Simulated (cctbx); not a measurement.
## A disordered crystal of nominal BiPbSe

Cell a = 7.0940 Å, b = 7.0940 Å, c = 7.0940 Å, α = 90.00°, β = 90.00°, γ = 90.00°; space group P2_13 (no. 198); nominal formula BiPbSe.

Simulated single-crystal data (cctbx): Mo Kα, λ = 0.71073 Å, to d = 0.6 Å, 95 % of the full sphere, strongest reflection 5000 counts, noise from counting, a 4 % proportional error and a noise floor of 15 counts (s.d.); no absorption, and some extinction, which the refinements don't model.

With every site full:

```text
Rint 0.079, 585 unique reflections to 0.60 A
cycle     R1     wR2    GooF  max shift (A)
   1  0.0669  0.1216   3.345   0.00034
   2  0.0221  0.0361   0.993   0.00000
final R1 0.0221 wR2 0.0361 GooF 0.993  parameters 9  data/parameter 65.0
atom        x        y        z      Ueq    occ   su(xyz)  su(Uiso or U11)
Bi1    0.13358  0.36642  0.63358   0.0151  1.000  0.00004  0.0001
Pb2    0.49637  0.00363  0.99637   0.0162  1.000  0.00005  0.0001
Se1    0.87831  0.62169  0.37831   0.0180  1.000  0.00012  0.0002
difference map: max 1.88 min -2.11 rms 0.51
Q1    0.0172  0.1714  0.0415   12    1.94  1.00 A from Se1
Q2    0.0168  0.0582  0.8871   12    1.86  1.73 A from Bi1
Q3    0.1041  0.1672  0.6846   12    1.83  1.47 A from Bi1
Q4    0.2233  0.2767  0.7233    4    1.70  1.10 A from Bi1
Q5    0.0629  0.3348  0.3286   12    1.63  2.15 A from Se1
Q6    0.0414  0.2047  0.7996   12    1.62  1.77 A from Bi1
```

With the occupancies of the suspect sites free, each still typed as its main element:

```text
Rint 0.079, 585 unique reflections to 0.60 A
cycle     R1     wR2    GooF  max shift (A)
   1  0.0601  0.1190   3.277   0.00003
   2  0.0221  0.0361   0.994   0.00000
final R1 0.0221 wR2 0.0361 GooF 0.994  parameters 11  data/parameter 53.2
atom        x        y        z      Ueq    occ   su(xyz)  su(Uiso or U11)
Bi1    0.13358  0.36642  0.63358   0.0151  1.003  0.00004  0.0001
Pb2    0.49637  0.00363  0.99637   0.0162  1.002  0.00005  0.0001
Se1    0.87831  0.62169  0.37831   0.0179  1.000  0.00012  0.0003
su of occupancy Bi1: 0.007
su of occupancy Pb2: 0.006
difference map: max 1.89 min -2.13 rms 0.51
Q1    0.0171  0.1714  0.0414   12    1.94  1.00 A from Se1
Q2    0.0168  0.0582  0.8871   12    1.86  1.73 A from Bi1
Q3    0.1041  0.1672  0.6845   12    1.84  1.47 A from Bi1
Q4    0.2233  0.2767  0.7233    4    1.70  1.10 A from Bi1
Q5    0.0627  0.3348  0.3285   12    1.63  2.15 A from Se1
Q6    0.0414  0.2048  0.7996   12    1.62  1.77 A from Bi1
```

**Question.** What is the disorder?

X-rays count electrons. Bi1 refines to 1.003(0.007), or 83.2 electrons; the site truly holds 0.9 Bi and 0.1 Pb, 82.9 electrons, which is 0.999 of Bi; Pb2 refines to 1.002(0.006), or 82.2 electrons; the site truly holds 0.9 Pb and 0.1 Bi, 82.1 electrons, which is 1.001 of Pb. All are within 3 s.u. of full, so these data don't show the disorder. Occupancy correlates with U and the scale, and the two elements' form factors differ in shape, so the match is approximate.

Freeing them takes R1 from 0.0221 to 0.0221 and GooF from 0.99 to 0.99.

The model is made up (kin elements in a known structure type, no relaxation), so it says nothing on whether the phase exists.

[Middle refinement cycles are left out of these outputs.]

[Logs are printed without paths, hosts, clocks, repeated set-up lines and the standing remarks that a program may print on its own settings, such as how far it seeks lower states.]
